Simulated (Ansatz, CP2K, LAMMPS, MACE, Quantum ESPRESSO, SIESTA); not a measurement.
# Amorphous 79SiO2-21Al2O3 (mol %) (96 atoms): one relaxed cell, several methods

What does relaxation change in amorphous 79SiO2-21Al2O3 (mol %) (96 atoms), and how far do other programs agree with plane waves on the relaxed cell?

All numbers are calculated, not measured.

## Step 1: The structure

The cell holds 96 atoms (22 Si, 12 Al and 62 O), with edges of 11.00, 11.00 and 11.00 Å. Recipe: 96 atoms (22 Si, 12 Al, 62 O) placed at random at 2.41 g/cm³, melted at 5000 K for 10 ps at fixed volume with the Morse and Coulomb pair potential with partial charges (Pedone, Malavasi, Menziani, Cormack and Segre, J. Phys. Chem. B 110, 11780 (2006)). Quenched from 5000 K to 300 K at 50 K/ps and fixed volume, held 5 ps, then minimised at fixed cell. Then the atoms were relaxed with MACE MP-0b3 medium in the fixed cell. Then the atoms were relaxed with CP2K double zeta, PBE.

## Step 2: The relaxation

CP2K double zeta (DZVP-MOLOPT-SR, GTH-PBE potentials, 480 Ry; k-points Γ) took 11 geometry steps and reached its thresholds. It started from the geometry that MACE MP-0b3 medium had relaxed.

It took 8.2 min on 4 MPI ranks of Intel Xeon Platinum 8488C (Sapphire Rapids), shared host; peak memory 2.5 GiB; 33 min of CPU time.

|  | before | after |
| --- | --- | --- |
| energy (meV/atom) | 0 | -1.9 |
| Si-O bonds under 2.12 Å | 88 at 1.642 Å | 88 at 1.644 Å |
| Al-O bonds under 2.38 Å | 48 at 1.801 Å | 48 at 1.805 Å |

Atoms moved by 0.02 Å r.m.s. and 0.05 Å at most, with the common shift taken off.

## Step 3: Structure of the relaxed cell

Density 2.41 g/cm³, 13.86 Å³ an atom.

Pair distribution functions g(r), in bins of 0.2 Å:

| r (Å) | total | O-O | O-Si | O-Al | Si-Si | Si-Al | Al-Al |
| --- | --- | --- | --- | --- | --- | --- | --- |
| 1.50 | 0.37 | 0.00 | 1.25 | 0.00 | 0.00 | 0.00 | 0.00 |
| 1.70 | 4.45 | 0.00 | 11.41 | 6.67 | 0.00 | 0.00 | 0.00 |
| 1.90 | 0.60 | 0.00 | 0.00 | 3.75 | 0.00 | 0.00 | 0.00 |
| 2.10 | 0.03 | 0.00 | 0.00 | 0.17 | 0.00 | 0.00 | 0.00 |
| 2.30 | 0.00 | 0.00 | 0.00 | 0.00 | 0.00 | 0.00 | 0.00 |
| 2.50 | 0.42 | 1.01 | 0.00 | 0.00 | 0.00 | 0.00 | 0.00 |
| 2.70 | 1.84 | 4.27 | 0.00 | 0.20 | 0.00 | 0.00 | 2.02 |
| 2.90 | 0.88 | 1.79 | 0.00 | 0.34 | 0.77 | 0.71 | 0.00 |
| 3.10 | 1.14 | 1.15 | 0.28 | 0.51 | 4.08 | 4.64 | 0.76 |
| 3.30 | 0.95 | 0.63 | 0.68 | 0.84 | 1.89 | 3.39 | 4.04 |
| 3.50 | 0.66 | 0.34 | 1.01 | 1.16 | 0.00 | 0.16 | 1.25 |
| 3.70 | 0.89 | 0.58 | 1.47 | 1.15 | 0.00 | 0.15 | 1.10 |
| 3.90 | 0.89 | 0.47 | 1.29 | 1.58 | 0.15 | 0.39 | 1.46 |
| 4.10 | 1.27 | 0.78 | 2.16 | 1.44 | 0.66 | 0.60 | 0.43 |
| 4.30 | 1.16 | 0.69 | 1.68 | 1.35 | 1.30 | 1.19 | 1.24 |
| 4.50 | 1.03 | 0.94 | 0.87 | 1.70 | 0.64 | 0.98 | 1.10 |
| 4.70 | 0.98 | 1.32 | 0.55 | 0.87 | 1.19 | 0.91 | 0.66 |
| 4.90 | 0.94 | 1.35 | 0.47 | 0.68 | 0.73 | 1.18 | 1.53 |
| 5.10 | 1.14 | 1.51 | 0.68 | 0.74 | 1.84 | 1.23 | 1.14 |
| 5.30 | 1.11 | 1.46 | 0.88 | 0.66 | 1.63 | 0.78 | 0.52 |

Bonds by pair of elements; cutoffs follow the first minimum of g(r), held within bounds set by covalent radii, and pairs that aren't listed don't count as bonded:

| pair A-B | cutoff (Å) | bonds | mean length (Å) | spread (Å) | shortest (Å) | B about A | A about B |
| --- | --- | --- | --- | --- | --- | --- | --- |
| O-Si | 2.12 | 88 | 1.64 | 0.042 | 1.57 | 1.42 | 4 |
| O-Al | 2.38 | 48 | 1.80 | 0.095 | 1.69 | 0.774 | 4 |

How many atoms have how many bonded neighbours:

| element | mean | 2 | 3 | 4 |
| --- | --- | --- | --- | --- |
| Al | 4 | 0 | 0 | 12 |
| O | 2.19 | 50 | 12 | 0 |
| Si | 4 | 0 | 0 | 22 |

Bond angles (no mean is given where the spread exceeds 20°):

| angle | count | mean (°) | spread (°) |
| --- | --- | --- | --- |
| O-Si-O | 132 | 109 | 5.5 |
| O-Al-O | 72 | 109 | 12.1 |
| Al-O-Si | 44 | 132 | 17 |
| Si-O-Si | 30 | 146 | 14.5 |
| Al-O-Al | 12 | - | - |

Oxygen atoms by the number of network formers (Si, P, Ge, B, Al, As, Ga) bound to them:

| network formers bound to O | O atoms | per cent |
| --- | --- | --- |
| 0 | 0 | 0 |
| 1 | 0 | 0 |
| 2 | 50 | 80.6 |
| 3 | 12 | 19.4 |

Network units: each former by its oxygen neighbours and how many of them bridge to another former:

| former | O neighbours | bridging O | atoms |
| --- | --- | --- | --- |
| Si | 4 | 4 | 22 |
| Al | 4 | 4 | 12 |

Bond length by coordination (bonds to H left out):

| element | coordination | atoms | mean bond length (Å) |
| --- | --- | --- | --- |
| O | 2 | 50 | 1.66 |
| O | 3 | 12 | 1.82 |

Rings of the network by King's shortest-path rule, up to 12 atoms, one path for each pair of neighbours; H, halogens, alkali and alkaline-earth atoms are left out, and the last column divides by all other atoms, bonded or not:

| ring size (atoms) | rings | per network atom |
| --- | --- | --- |
| 4 | 2 | 0.021 |
| 6 | 4 | 0.042 |
| 8 | 15 | 0.156 |
| 10 | 25 | 0.26 |
| 12 | 22 | 0.229 |

First main peaks of g(r), for some of the pairs, lie near 2.7 Å (O-O), 1.6 Å (O-Si), 1.8 Å (O-Al), 3.1 Å (Si-Si) and 3.1 Å (Si-Al). By these cutoffs all Al atoms have 4, 81 % of O atoms have 2 and all Si atoms have 4 bonded neighbours. The O-Si-O angle averages 109° with a spread of 6°. 81 % of the oxygens bridge two formers (Si and Al) and 0 % are non-bridging; 19 % join three. The commonest Si unit has 4 oxygens, 4 of them shared with other formers (22 of 22 atoms). Rings of 10 atoms are the most common (37 % of those counted); sizes run from 4 to 12, where the search stops.

## Step 4: The plane-wave reference

Quantum ESPRESSO 7.5: Kohn-Sham DFT, PBE, SSSP efficiency 1.3.0 pseudopotentials, plane waves. Its input for the relaxed cell:

```
&control
  calculation = 'scf'
  pseudo_dir = './pseudo'
  outdir = './tmp'
  disk_io = 'none'
  tprnfor = .true.
  tstress = .true.
/
&system
  ibrav = 0
  nat = 96
  ntyp = 3
  ecutwfc = 60
  ecutrho = 480
  nosym = .true.
  occupations = 'smearing'
  smearing = 'fd'
  degauss = 0.003675
/
&electrons
  conv_thr = 4.8e-07
  electron_maxstep = 100
  mixing_beta = 0.4
  mixing_mode = 'plain'
  diagonalization = 'david'
/
ATOMIC_SPECIES
Si 28.085 Si.upf
Al 26.982 Al.upf
O 15.999 O.upf
CELL_PARAMETERS angstrom
10.99940 0.00000 0.00000
0.00000 10.99940 0.00000
0.00000 0.00000 10.99940
ATOMIC_POSITIONS crystal
Si 0.37095 0.22275 0.49686
Si 0.73403 0.52039 0.10976
Si 0.29624 0.48674 0.90608
[... 91 atom lines left out ...]
O 0.95958 0.45670 0.85823
O 0.42590 0.73954 0.96611
K_POINTS gamma
```

Run time: 3.6 min. Hardware: 4 MPI ranks of Intel Xeon Platinum 8488C (Sapphire Rapids), shared host; peak memory 4.4 GiB.

## Step 5: Side by side

CPU times are from a shared host and are rough.

```
                level                    basis or training data  k-points  own r.m.s. force (meV/Å)  difference from the reference (meV/Å)  pressure (GPa)  Kohn-Sham gap (eV)  CPU time  memory (GiB)
              QE, PBE   plane waves, SSSP efficiency, 60/480 Ry         Γ                       101                                      -           -1.75                4.24    14 min           4.4
CP2K triple zeta, PBE     TZV2P-UZH, GTH-PBE potentials, 600 Ry         Γ                       113                                     80           -3.33                4.22    16 min           7.0
      SIESTA DZP, PBE  DZP orbitals, shift 0.01 Ry, mesh 400 Ry         Γ                       154                                    151            0.87                4.40   7.4 min           2.6
   MACE MP-0b3 medium        trained on PBE(+U) plane-wave data         -                       117                                     50           -1.83                   -     9.4 s           1.1
```

The gap is the spacing of the highest filled and lowest empty Kohn-Sham level on the mesh; a dash marks partly filled levels, a spacing under 0.15 eV or a method without such levels.

## Step 6: What came out

Relaxation in the fixed cell lowers the energy by 2 meV/atom at its own level and moves atoms by up to 0.05 Å. The reference finds an r.m.s. force of 101 meV/Å there and a pressure of -1.75 GPa, at a geometry that CP2K double zeta made. Forces differ from the reference's by 50 meV/Å (MACE MP-0b3 medium), 80 meV/Å (CP2K triple zeta, PBE) and 151 meV/Å (SIESTA DZP, PBE).

CP2K double zeta is at its own minimum here, so the reference's force is itself a measure of how the two differ. Pressures lie -0.1 GPa (MACE MP-0b3 medium), -1.6 GPa (CP2K triple zeta, PBE) and +2.6 GPa (SIESTA DZP, PBE) from the reference's. The highest filled and lowest empty levels lie 4.24 eV apart in the reference, against 4.22 eV in CP2K triple zeta, PBE and 4.40 eV in SIESTA DZP, PBE. By these cutoffs all Al atoms have 4, 81 % of O atoms have 2 and all Si atoms have 4 bonded neighbours. 81 % of the oxygens bridge two formers (Si and Al) and 0 % are non-bridging; 19 % join three.

**Limits.** The density was set by the recipe and held. One sample of a disordered cell; defect or tail levels can set the gap. Gaps are read on the mesh, which holds the band edges only if they fold onto it, and semilocal functionals tend to put them under measured ones. The quench rate of 50 K/ps is many orders above laboratory rates, so the cell is likely richer in defects and strain than a real sample. The reference samples only Γ, in a cell whose shortest periodic width is 11 Å. The plane-wave runs aren't exact: their cutoffs and mesh weren't converged further here. SIESTA's automatically made basis is far from complete, and its potentials were converted by us (checked for H, C, O, Si, Ge and Ca alone). Where levels are smeared, the DFT runs use Fermi–Dirac occupations at 580 K (0.05 eV), and energies are free energies.

[Logs are printed without paths, hosts, clocks, repeated set-up lines and the standing remarks that a program may print on its own settings, such as how far it seeks lower states.]

[Hosts, paths, dates, database ids (printed as entryN), source tags and the programs' standing remarks are cut or masked in the printed files.]
